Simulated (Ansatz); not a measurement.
# Dielectric function and optical constants of SiO2

Aim: the dielectric function of SiO2, and the optical constants that follow from it.

Main program and level: Ansatz 0.2.0; DFT, PBE, plane-wave PAW, default files, scalar-relativistic, independent-particle optical response without local fields.

### 1. The starting structure

Symmetry: P3_221, No. 154, trigonal system. The conventional cell has a = 4.916 Å, b = 4.916 Å, c = 5.408 Å, α = 90.00°, β = 90.00°, γ = 120.00°. Nearest to Si lie 4 O at 1.61 Å. Nearest to O lie 2 Si at 1.61 Å. Farther neighbours, and contacts between anions beyond the nearest, are not listed.

### 2. Ground state and bands

First the ground state: is it a metal or has it a gap?

This step: DFT, PBE, plane-wave PAW, default files, scalar-relativistic, ground state (Ansatz 0.2.0).

Contents of input.yaml:

```yaml
crystal:
  lattice:
    - [4.91636, 0.0, 0.0]
    - [-2.45818, 4.2576926541, 0.0]
    - [0.0, 0.0, 5.4084]
  atoms:
    - { symbol: Si, position: [0.53027, 0.53027, 0.0] }
    - { symbol: Si, position: [0.0, 0.46973, 0.3333333333] }
    - { symbol: Si, position: [0.46973, 0.0, 0.6666666667] }
    - { symbol: O, position: [0.58646, 0.85404, 0.8810866667] }
    - { symbol: O, position: [0.14596, 0.73242, 0.5477533333] }
    - { symbol: O, position: [0.26758, 0.41354, 0.21442] }
    - { symbol: O, position: [0.85404, 0.58646, 0.1189133333] }
    - { symbol: O, position: [0.73242, 0.14596, 0.4522466667] }
    - { symbol: O, position: [0.41354, 0.26758, 0.78558] }
kpoints:
  mp_grid: { grid: [6, 6, 5] }
  band_path:
    path:
      - [[0.0, 0.0, 0.0], [0.5, 0.0, 0.0], [0.33333333, 0.33333333, 0.0], [0.0, 0.0, 0.0], [0.0, 0.0, 0.5], [0.5, 0.0, 0.5], [0.33333333, 0.33333333, 0.5], [0.0, 0.0, 0.5]]
      - [[0.5, 0.0, 0.5], [0.5, 0.0, 0.0]]
      - [[0.33333333, 0.33333333, 0.0], [0.33333333, 0.33333333, 0.5]]
    npoints: 5
scf:
  occupations: { method: fermi_dirac, width: 0.05 }
  n_extra_bands: 13
hamiltonian:
  xc: pbe
  pseudopotentials: { kind: paw }
output:
  forces: true
  stress: true
  populations: true
  write_bands: true
```

Started as:

```console
ansatz run input.yaml --threads 4 --pin off --max-ram 8192MiB --backend cpu --events-out ev --progress --plain --runs-dir out
```

Standard output:

```text
scf.n_extra_bands = 13 over 24 filled bands (N_el = 48.0): the run solves 37 bands
Engine: ansatz 0.2.0, aarch64-unknown-linux-gnu
Pseudopotentials: kind: paw
Pseudopotential: Si, paw, valence charge 4, recommended cutoff 420 eV (normal), Si.paw.azcp
Pseudopotential: O, paw, valence charge 6, recommended cutoff 420 eV (normal), O.paw.azcp
Functional definition: PBE
  parameter kappa = 0.804
  parameter beta = 0.066725
  exchange = pbe_x(kappa = kappa, mu = beta*pi^2/3)
  correlation = pbe_c(beta = beta)
Crystal: 9 atoms, lattice volume = 113.211 Å³
Basis set: ecut = 420 eV, 2209 PW (Γ), exchange–correlation on 72×72×80 points (8 copies of the dense FFT grid, shifted against one another)
Bands: 37, of which v1, the nominal top of the filled ones, is band 24 counted from 1 (23 counted from 0)
Symmetry: 6 space group operations
Space group: P3221 (ITA 154), of the structure as read, at distance tolerance 4.8e-5 Å
k-points: 27 of 180 (time reversal used)
Non-local potential: Si, projectors of the file, l = 0: 2, l = 1: 2, l = 2: 2
Non-local potential: O, projectors of the file, l = 0: 2, l = 1: 2, l = 2: 1
PAW form: soft (Blöchl's): semilocal exchange-correlation on the pseudo side does not see the compensation charge
PAW one-centre angular grid: Si, 110 points (default); XC on 64 Gauss nodes
PAW one-centre angular grid: O, 110 points (default); XC on 64 Gauss nodes
Initial density: superposition of atomic densities (neutral atoms: chi_scale 0, normalization atom), corrected by the library's trained network
Initial wavefunctions: pseudopotential atomic-orbital guess
Functional: x = pbe(κ = 0.804, μ = 0.219515), c = pbe(β = 0.066725)
SCF iter   1: F=—  HF=-5322.122700 eV  |F-HF|=—  |Δ(HF+E_count)|=         —  Δρ=1.32e-3  dr2=1.01e-3  ethr=1.77e-3  ⟨swp⟩=6.3  Hψ=5261  notcnv=0  defer=46
preconditioner: auto → Resta (q_TF=auto, 2.365 Å⁻¹)  ε∞=2.8  [insulator: Δε(μ)=5.985 eV  Ē_g=17.848 eV  σ=0.050 eV  W_gap=1.00  n_scr=22 (ndim 8)  ℏωp=24.2 eV  f_vac=0.113  D(μ)=0.00/eV (n_scr^D=0)  ε∞_Penn≈2.8]
SCF iter   2: F=—  HF=-5322.125111 eV  |F-HF|=—  |Δ(HF+E_count)|=   2.41e-3  Δρ=5.84e-4  dr2=1.23e-4  ethr=2.10e-6  ⟨swp⟩=2.8  Hψ=2160  notcnv=0  defer=124
SCF iter   3: F=—  HF=-5322.125573 eV  |F-HF|=—  |Δ(HF+E_count)|=   4.62e-4  Δρ=2.27e-4  dr2=2.68e-5  ethr=2.55e-7  ⟨swp⟩=2.0  Hψ=1232  notcnv=0  defer=124
SCF iter   4: F=—  HF=-5322.125646 eV  |F-HF|=—  |Δ(HF+E_count)|=   7.26e-5  Δρ=4.02e-5  dr2=1.16e-6  ethr=5.58e-8  ⟨swp⟩=2.0  Hψ=1471  notcnv=0  defer=124
SCF iter   5: F=—  HF=-5322.125648 eV  |F-HF|=—  |Δ(HF+E_count)|=   2.16e-6  Δρ=1.23e-5  dr2=1.86e-7  ethr=2.41e-9  ⟨swp⟩=2.7  Hψ=1566  notcnv=0  defer=124
SCF iter   6: F=-5322.125649 eV  HF=-5322.125649 eV  |F-HF|=1.21e-8  |Δ(HF+E_count)|=   4.80e-7  Δρ=2.04e-6  dr2=4.43e-9  ethr=2.08e-10  ⟨swp⟩=11.4  Hψ=5296  notcnv=0
SCF 1 converged in 6 iterations: F = -5322.125649 eV  dr2 = 4.43e-9
  greatest PAW one-centre occupation: 0.863 electrons in one spin orbital (limit 2), on the O atom at site 6 (counted from 0), in its partial waves of l = 0
NSCF: frozen V_eff on 48 k-points
SCF converged after 6 iterations
Free energy (F): -5322.125649 eV
Harris-Foulkes:  -5322.125649 eV  (|F-HF|=1.21e-8)
Internal energy: -5322.125649 eV  (E = F + TS)
E sigma→0 (E₀):  -5322.125649 eV
Fermi energy:    5.612650 eV
--- Per-component energies (eV) ---
  E_band       = -205.578656
  E_kinetic    = 1210.910771
  E_local      = -2957.301667  (includes V_loc(G=0)·N_el)
  E_nonlocal   = 361.498115
  E_hartree    = 1061.111440
  E_xc         = -613.731286
  E_vxc        = -712.497606  (∫ρ·V_xc dr)
  E_paw        = -2494.331039  (= ΣΔE_a)
  E_vpaw       = -230.427650  (= ΣTr[D̂ρ^β])
  E_aug_tail   = 0.015658  (compensation charges beyond the density's cutoff)
  E_ewald      = -1890.297640
  E_smearing   = -0.000000  (= −TS)
  E_closure    = 0.000000  (closes the sum)
  Σ components = -5322.125649   (vs F -5322.125649, Δ=0.00e0)
--- Forces (eV/Å), atoms counted from 1 ---
  atom   1  Si    -0.02634923    -0.04563821    -0.00000000
  atom   2  Si    -0.02634923     0.04563821     0.00000000
  atom   3  Si     0.05269846    -0.00000000    -0.00000000
  atom   4  O      0.14784286     0.29406035     0.14495371
  atom   5  O     -0.32858517    -0.01899450     0.14495371
  atom   6  O      0.18074230    -0.27506585     0.14495371
  atom   7  O      0.18074230     0.27506585    -0.14495371
  atom   8  O      0.14784286    -0.29406035    -0.14495371
  atom   9  O     -0.32858517     0.01899450    -0.14495371
  max |Σ_I F_I| component: 6.59e-17 eV/Å
--- Stress (GPa, compression-positive) ---
        6.924346      -0.000000       0.000000
       -0.000000       6.924346      -0.000000
        0.000000       0.000000       6.882517
  P = ⅓ Tr σ = 6.9104 GPa (69.104 kbar)
--- Band table (eV; the first three rows and the last of 27) ---
  k-point 0: bands = [... 20 lower, 1.5297, 1.8473, 2.2185, 2.2185, 8.5222, 11.8506, 11.8506, 12.3071, ... 9 higher]
  k-point 1: bands = [... 20 lower, 1.5067, 1.9472, 2.2614, 2.4120, 8.9163, 11.6971, 11.8650, 11.9255, ... 9 higher]
  k-point 2: bands = [... 20 lower, 1.3486, 2.1909, 2.4119, 2.4200, 9.8949, 11.0406, 11.6375, 11.9745, ... 9 higher]
  k-point 26: bands = [... 20 lower, 1.6331, 1.8593, 1.9004, 2.0950, 11.5165, 12.1219, 12.3311, 12.6392, ... 9 higher]
--- Löwdin populations: 9 sites ---
  site symbol       q [e]
     0     Si      2.2001
     1     Si      2.2001
     2     Si      2.2001
     3      O      6.7917
     4      O      6.7917
     5      O      6.7917
     6      O      6.7917
     7      O      6.7917
     8      O      6.7917
  spilling = 0.013524 (of n_electrons = 48.000000)
```

Run time: 7.4 s. Hardware: 4 threads of Arm Neoverse V1, shared host; peak memory 0.52 GiB.

Reading the cycles: dr2 is the Hartree energy of the density residual (eV), the measure of convergence; HF is the Harris–Foulkes estimate of the energy, which meets the free energy F at convergence.

This step gave:

| Quantity | Value |
| --- | --- |
| free energy | -5322.1256 eV |
| Fermi energy | 5.613 eV |
| gap by band count | 5.988 eV |
| electrons | 48 |
| symmetry operations | 6 |
| pressure | 6.910 GPa |
| gap on the k-mesh | 5.988 eV |
| volume | 113.2 Å³ |
| gap on the path | 5.988 eV |
| least direct gap on the path | 6.304 eV |

There is a gap, 5.99 eV on the path, so no carriers' term is needed. The cell is left with a pressure of 6.9 GPa and forces up to 0.36 eV/Å, as it stands unrelaxed at this level.

Electronic bands along the path, in eV, zero at the Fermi level; v1 is the highest filled band, c1 the lowest empty one:

| point | v4 | v3 | v2 | v1 | c1 | c2 | c3 | c4 |
| --- | --- | --- | --- | --- | --- | --- | --- | --- |
| Γ | -4.08 | -3.77 | -3.39 | -3.39 | 2.91 | 6.24 | 6.24 | 6.69 |
| 0.60 of the way | -4.09 | -3.91 | -3.32 | -3.19 | 4.12 | 6.25 | 6.33 | 6.85 |
| M | -4.11 | -3.86 | -3.35 | -3.12 | 5.17 | 5.91 | 6.63 | 6.65 |
| 0.60 of the way | -4.19 | -3.66 | -3.41 | -3.09 | 5.45 | 5.99 | 6.48 | 6.95 |
| K | -4.30 | -3.51 | -3.51 | -3.08 | 5.84 | 5.84 | 6.34 | 7.30 |
| 0.60 of the way | -4.02 | -3.93 | -3.33 | -3.24 | 3.68 | 6.21 | 6.34 | 6.79 |
| Γ | -4.08 | -3.77 | -3.39 | -3.39 | 2.91 | 6.24 | 6.24 | 6.69 |
| 0.60 of the way | -4.20 | -3.55 | -3.26 | -3.17 | 3.74 | 5.92 | 6.13 | 6.17 |
| A | -4.29 | -3.29 | -3.29 | -3.17 | 4.86 | 4.86 | 5.98 | 6.68 |
| 0.40 of the way | -4.20 | -3.45 | -3.42 | -3.21 | 5.12 | 5.21 | 6.21 | 6.67 |
| L | -3.96 | -3.92 | -3.68 | -3.27 | 5.83 | 6.31 | 6.60 | 6.76 |
| 0.40 of the way | -3.93 | -3.93 | -3.69 | -3.36 | 5.85 | 6.42 | 6.66 | 6.78 |
| H | -4.01 | -3.84 | -3.66 | -3.66 | 5.92 | 6.72 | 6.72 | 7.02 |
| 0.60 of the way | -4.18 | -3.53 | -3.41 | -3.25 | 5.21 | 5.32 | 6.26 | 6.78 |
| A | -4.29 | -3.29 | -3.29 | -3.17 | 4.86 | 4.86 | 5.98 | 6.68 |
| jump to L | -3.96 | -3.92 | -3.68 | -3.27 | 5.83 | 6.31 | 6.60 | 6.76 |
| 0.40 of the way | -4.05 | -3.76 | -3.60 | -3.22 | 5.57 | 6.05 | 6.51 | 6.96 |
| M | -4.11 | -3.86 | -3.35 | -3.12 | 5.17 | 5.91 | 6.63 | 6.65 |
| jump to K | -4.30 | -3.51 | -3.51 | -3.08 | 5.84 | 5.84 | 6.34 | 7.30 |
| 0.60 of the way | -4.05 | -3.66 | -3.63 | -3.35 | 5.86 | 6.26 | 6.59 | 7.09 |
| H | -4.01 | -3.84 | -3.66 | -3.66 | 5.92 | 6.72 | 6.72 | 7.02 |

### 3. Spectrum

With the density converged, the vertical transitions are summed over the zone.

This step: DFT, PBE, plane-wave PAW, default files, scalar-relativistic, independent-particle optical response without local fields (Ansatz 0.2.0).

input.yaml, the sections that differ from step 2:

```yaml
kpoints:
  mp_grid: { grid: [6, 6, 5] }
scf:
  occupations: { method: fixed }
output:
  optics:
    e_range: [0, 14]
    de: 0.05
    sigma: 0.1
    nscf_kmesh: { grid: [6, 6, 4] }
    bands: { spectra_wanted_up_to: 14 }
# crystal, hamiltonian: as in step 2
```

Standard output:

```text
[...]
Crystal: 9 atoms, lattice volume = 113.211 Å³
Basis set: ecut = 420 eV, 2209 PW (Γ)
Bands: 33, of which v1, the nominal top of the filled ones, is band 24 counted from 1 (23 counted from 0)
[... 1 set-up line as in the run before ...]
[...]
k-points: 27 of 180 (time reversal used)
[...]
SCF iter   1: F=—  HF=-5322.123604 eV  |F-HF|=—  |Δ(HF+E_count)|=         —  Δρ=1.31e-3  dr2=1.00e-3  ethr=1.77e-3  ⟨swp⟩=5.0  Hψ=4058  notcnv=0  defer=170
[...]
SCF iter   8: F=-5322.125849 eV  HF=-5322.125849 eV  |F-HF|=5.46e-12  |Δ(HF+E_count)|=  2.51e-10  Δρ=4.92e-8  dr2=2.68e-12  ethr=1.00e-12  ⟨swp⟩=12.6  Hψ=4317  notcnv=0
SCF 1 converged in 8 iterations: F = -5322.125849 eV  dr2 = 2.68e-12
[...]
NSCF: frozen V_eff on 24 k-points
output.optics: what the bands over the 57 summed would add to eps1, eps2 and the energy-loss function is held between a lower and an upper bound (7 Lanczos steps). eps1, eps2 and their loss function (loss_summed_bands) are given on every row as the summed bands alone make them. Along an axis, on a row where the two bounds hold the loss function to about 1 % of the greater of itself and 0.5 % of |1/eps|, its cell (loss_completed) is given, with the completed eps1 and eps2 that it is formed of (a cell that is left empty reads nan in the table and null in the record). The two bounds hold it so along every axis on all 281 rows up to 14.000 eV. [rest of the remark cut]
SCF converged after 8 iterations
Free energy (F): -5322.125849 eV
[...]
Internal energy: -5322.125849 eV  (E = F + TS)
E sigma→0 (E₀):  -5322.125849 eV
Fermi energy:    2.533922 eV
[...]
--- Band table (eV; the first three rows and the last of 27) ---
  k-point 0: bands = [... 20 lower, 1.5297, 1.8473, 2.2185, 2.2185, 8.5222, 11.8506, 11.8506, 12.3070, ... 5 higher]
  k-point 1: bands = [... 20 lower, 1.5067, 1.9472, 2.2614, 2.4120, 8.9163, 11.6971, 11.8650, 11.9255, ... 5 higher]
  k-point 2: bands = [... 20 lower, 1.3485, 2.1909, 2.4119, 2.4200, 9.8949, 11.0406, 11.6375, 11.9744, ... 5 higher]
  k-point 26: bands = [... 20 lower, 1.6331, 1.8593, 1.9004, 2.0950, 11.5165, 12.1219, 12.3311, 12.6392, ... 5 higher]
```

Wall time 46 s (4 threads); peak memory 1.1 GiB; 3 min of CPU time.

This step gave:

- electronic dielectric constant ε∞, mean of the axes: 2.567
- absorption onset, first axis (α over 10⁴ cm⁻¹, or the direct gap if that lies higher): 7.365 eV
- main peak of Im epsilon, first axis: 10.31 eV
- least direct gap on the mesh: 6.304 eV
- bands summed: 57
- spectra valid up to: 22.47 eV
- program's estimate of the k-sum error in Im epsilon: 0.11 %
- electrons in the f-sum: 25.30

The Im ε has structure finer than the step of the table below, so its rows give means over 0.5 eV. Peaks (eV: height): E ∥ x or y 10.30: 3.89, 12.30: 2.81; E ∥ z 9.90: 3.62, 10.90: 3.06, 11.85: 3.34, 12.90: 2.79.

Table of Im ε by photon energy; means over each step:

| photon energy (eV) | E ∥ x or y | E ∥ z |
| --- | --- | --- |
| 6.0 | 3.4e-5 | 0 |
| 6.5 | 0.00265 | 7.6e-4 |
| 7.0 | 0.0160 | 0.00683 |
| 7.5 | 0.195 | 0.204 |
| 8.0 | 0.594 | 0.622 |
| 8.5 | 0.875 | 0.920 |
| 9.0 | 1.34 | 1.55 |
| 9.5 | 2.46 | 3.39 |
| 10.0 | 3.25 | 3.33 |
| 10.5 | 3.55 | 2.38 |
| 11.0 | 2.92 | 2.68 |
| 11.5 | 2.36 | 2.23 |
| 12.0 | 2.53 | 2.82 |
| 12.5 | 2.59 | 2.35 |
| 13.0 | 2.27 | 2.56 |
| 13.5 | 2.30 | 2.00 |

Table of Re ε by photon energy:

| photon energy (eV) | E ∥ x or y | E ∥ z |
| --- | --- | --- |
| 0.0 | 2.56 | 2.58 |
| 0.5 | 2.57 | 2.58 |
| 1.0 | 2.57 | 2.58 |
| 1.5 | 2.58 | 2.60 |
| 2.0 | 2.60 | 2.62 |
| 2.5 | 2.63 | 2.64 |
| 3.0 | 2.66 | 2.67 |
| 3.5 | 2.69 | 2.71 |
| 4.0 | 2.74 | 2.75 |
| 4.5 | 2.80 | 2.81 |
| 5.0 | 2.87 | 2.89 |
| 5.5 | 2.96 | 2.98 |
| 6.0 | 3.07 | 3.10 |
| 6.5 | 3.23 | 3.26 |
| 7.0 | 3.46 | 3.50 |
| 7.5 | 3.93 | 4.02 |
| 8.0 | 4.04 | 4.12 |
| 8.5 | 4.21 | 4.34 |
| 9.0 | 4.59 | 4.94 |
| 9.5 | 4.61 | 4.16 |
| 10.0 | 4.10 | 2.54 |
| 10.5 | 2.48 | 2.67 |
| 11.0 | 1.66 | 1.97 |
| 11.5 | 1.95 | 2.39 |
| 12.0 | 2.25 | 1.73 |
| 12.5 | 1.63 | 2.11 |
| 13.0 | 1.50 | 1.44 |
| 13.5 | 1.79 | 1.67 |
| 14.0 | 1.78 | 1.91 |

Refractive index n and extinction k against photon energy:

| photon energy (eV) | n, E ∥ x or y | k, E ∥ x or y | n, E ∥ z | k, E ∥ z |
| --- | --- | --- | --- | --- |
| 0.0 | 1.60 | 0 | 1.60 | 0 |
| 0.5 | 1.60 | 0 | 1.61 | 0 |
| 1.0 | 1.60 | 0 | 1.61 | 0 |
| 1.5 | 1.61 | 0 | 1.61 | 0 |
| 2.0 | 1.61 | 0 | 1.62 | 0 |
| 2.5 | 1.62 | 0 | 1.62 | 0 |
| 3.0 | 1.63 | 0 | 1.63 | 0 |
| 3.5 | 1.64 | 0 | 1.65 | 0 |
| 4.0 | 1.65 | 0 | 1.66 | 0 |
| 4.5 | 1.67 | 0 | 1.68 | 0 |
| 5.0 | 1.69 | 0 | 1.70 | 0 |
| 5.5 | 1.72 | 0 | 1.73 | 0 |
| 6.0 | 1.75 | 0 | 1.76 | 0 |
| 6.5 | 1.80 | 7.4e-4 | 1.80 | 1.5e-4 |
| 7.0 | 1.86 | 0.00376 | 1.87 | 0.00161 |
| 7.5 | 1.98 | 0.0425 | 2.00 | 0.0468 |
| 8.0 | 2.02 | 0.148 | 2.04 | 0.154 |
| 8.5 | 2.06 | 0.211 | 2.09 | 0.218 |
| 9.0 | 2.16 | 0.302 | 2.25 | 0.317 |
| 9.5 | 2.22 | 0.558 | 2.18 | 0.769 |
| 10.0 | 2.16 | 0.758 | 1.86 | 0.952 |
| 10.5 | 1.83 | 0.938 | 1.75 | 0.629 |
| 11.0 | 1.59 | 0.932 | 1.64 | 0.841 |
| 11.5 | 1.59 | 0.752 | 1.67 | 0.623 |
| 12.0 | 1.69 | 0.792 | 1.57 | 0.854 |
| 12.5 | 1.53 | 0.841 | 1.61 | 0.701 |
| 13.0 | 1.45 | 0.769 | 1.50 | 0.904 |
| 13.5 | 1.55 | 0.775 | 1.46 | 0.680 |
| 14.0 | 1.51 | 0.709 | 1.53 | 0.658 |

The loss function −Im 1/ε at q → 0 has structure finer than the step of the table below, so its rows give means over 0.5 eV. Peaks (eV: height): E ∥ x or y 11.10: 0.269, 12.95: 0.310, 13.80: 0.315; E ∥ z 10.25: 0.236, 11.30: 0.249, 12.35: 0.288, 13.20: 0.355.

The loss function −Im 1/ε at q → 0 by energy loss; means over each step:

| energy loss (eV) | E ∥ x or y | E ∥ z |
| --- | --- | --- |
| 6.0 | 3.5e-6 | 0 |
| 6.5 | 2.5e-4 | 7.0e-5 |
| 7.0 | 0.00130 | 5.4e-4 |
| 7.5 | 0.0124 | 0.0124 |
| 8.0 | 0.0354 | 0.0355 |
| 8.5 | 0.0470 | 0.0463 |
| 9.0 | 0.0578 | 0.0548 |
| 9.5 | 0.0922 | 0.117 |
| 10.0 | 0.123 | 0.190 |
| 10.5 | 0.185 | 0.196 |
| 11.0 | 0.245 | 0.217 |
| 11.5 | 0.251 | 0.208 |
| 12.0 | 0.225 | 0.242 |
| 12.5 | 0.271 | 0.255 |
| 13.0 | 0.301 | 0.294 |
| 13.5 | 0.282 | 0.301 |

The reflectivity at normal incidence has structure finer than the step of the table below, so its rows give means over 0.5 eV. Peaks (eV: height): E ∥ x or y 10.30: 19.6, 12.30: 14.9, 13.60: 13.1; E ∥ z 9.30: 20.0, 10.90: 15.9, 11.85: 17.3, 12.95: 15.1.

The reflectivity at normal incidence by photon energy; means over each step:

| photon energy (eV) | E ∥ x or y (%) | E ∥ z (%) |
| --- | --- | --- |
| 0.5 | 5.35 | 5.40 |
| 1.0 | 5.38 | 5.43 |
| 1.5 | 5.43 | 5.49 |
| 2.0 | 5.51 | 5.56 |
| 2.5 | 5.61 | 5.66 |
| 3.0 | 5.73 | 5.79 |
| 3.5 | 5.89 | 5.96 |
| 4.0 | 6.09 | 6.16 |
| 4.5 | 6.33 | 6.40 |
| 5.0 | 6.63 | 6.71 |
| 5.5 | 7.00 | 7.09 |
| 6.0 | 7.48 | 7.58 |
| 6.5 | 8.13 | 8.25 |
| 7.0 | 9.08 | 9.23 |
| 7.5 | 10.7 | 11.0 |
| 8.0 | 11.6 | 11.9 |
| 8.5 | 12.5 | 13.0 |
| 9.0 | 14.4 | 15.9 |
| 9.5 | 16.7 | 18.9 |
| 10.0 | 18.0 | 17.2 |
| 10.5 | 18.2 | 12.8 |
| 11.0 | 15.5 | 14.1 |
| 11.5 | 12.4 | 11.9 |
| 12.0 | 13.3 | 14.9 |
| 12.5 | 13.9 | 12.4 |
| 13.0 | 12.3 | 14.1 |
| 13.5 | 12.2 | 10.5 |

At chosen wavelengths:

| wavelength (nm) | n xy | k xy | R (%) xy | 1/α xy | n z | k z | R (%) z | 1/α z |
| --- | --- | --- | --- | --- | --- | --- | --- | --- |
| 1550 | 1.60 | 0.000 | 5.4 | over 1 mm | 1.61 | 0.000 | 5.4 | over 1 mm |
| 1064 | 1.60 | 0.000 | 5.4 | over 1 mm | 1.61 | 0.000 | 5.4 | over 1 mm |
| 800 | 1.61 | 0.000 | 5.4 | over 1 mm | 1.61 | 0.000 | 5.5 | over 1 mm |
| 633 | 1.61 | 0.000 | 5.5 | over 1 mm | 1.62 | 0.000 | 5.6 | over 1 mm |
| 450 | 1.62 | 0.000 | 5.7 | over 1 mm | 1.63 | 0.000 | 5.7 | over 1 mm |
| 405 | 1.63 | 0.000 | 5.7 | over 1 mm | 1.64 | 0.000 | 5.8 | over 1 mm |
| 308 | 1.66 | 0.000 | 6.1 | over 1 mm | 1.66 | 0.000 | 6.2 | over 1 mm |

Through 1 µm of it, D65 light comes out colourless (x = 0.313, y = 0.329; 89 % transmitted).

The first strong peak, at 10.31 eV, fits the second-highest filled and the third-lowest empty band, which run nearly parallel at that distance over 100 % of L–H; the match rests on energies alone.

The f-sum over the summed bands holds 25.3 of the cell's 48 electrons outside the frozen cores, 12 of which lie in bands more than 12 eV below the Fermi level, whose transitions come at higher energies. Up to 14 eV the strength has a mean oscillator energy of 11.1 eV, and these transitions give 53 % of ε∞ − 1 along x; the rest comes from higher ones.

### 4. Outcome

```
gap on the path                                                                       : 5.99 eV
least direct gap on the path                                                          : 6.30 eV
electronic dielectric constant ε∞, mean of the axes (independent particles)           : 2.57
absorption onset, first axis (α over 10⁴ cm⁻¹, or the direct gap if that lies higher) : 7.36 eV
main peak of Im epsilon, first axis                                                   : 10.3 eV
```

At this level (PBE, independent particles) SiO2 has a mean ε∞ = 2.57 and n = 1.60 at 1550 nm (E ∥ x); absorption sets in near 7.4 eV, and Im ε peaks at 10.3 eV (E ∥ x). The gap is indirect (5.99 eV), so absorption without phonons can begin only at the direct gap of 6.30 eV. Absorption becomes strong only at 7.36 eV, 1.06 eV above the least direct gap: the lowest transitions are weak or forbidden for this polarisation, or few states take part. Im ε has its chief maxima at 10.31 eV (3.9), 12.29 eV (2.8) and 13.56 eV (2.4) for E ∥ x or y. The static values by axis are 2.56 (xy), 2.58 (z). The first strong peak, at 10.31 eV, fits the second-highest filled and the third-lowest empty band, which run nearly parallel at that distance over 100 % of L–H; the match rests on energies alone. Through 1 µm of it, D65 light comes out colourless (x = 0.313, y = 0.329; 89 % transmitted). Excitons and phonon-assisted transitions are missing, and so are local fields; PBE gaps are as a rule too small, which pulls the onset down and ε∞ up. In the base run ε includes the program's bounded estimate of what the bands above those summed add.

[Long decimals in the printed logs are rounded to 6 places.]

[Logs are printed without paths, hosts, clocks, repeated set-up lines and the standing remarks that a program may print on its own settings, such as how far it seeks lower states.]

[Hosts, paths, dates, database ids (printed as entryN), source tags and the programs' standing remarks are cut or masked in the printed files.]

[Where the starting crystal was built by hand or by swapping elements, it need not be the compound's stable phase.]

[The count of steps not shown may lack steps that the program refused or didn't finish.]
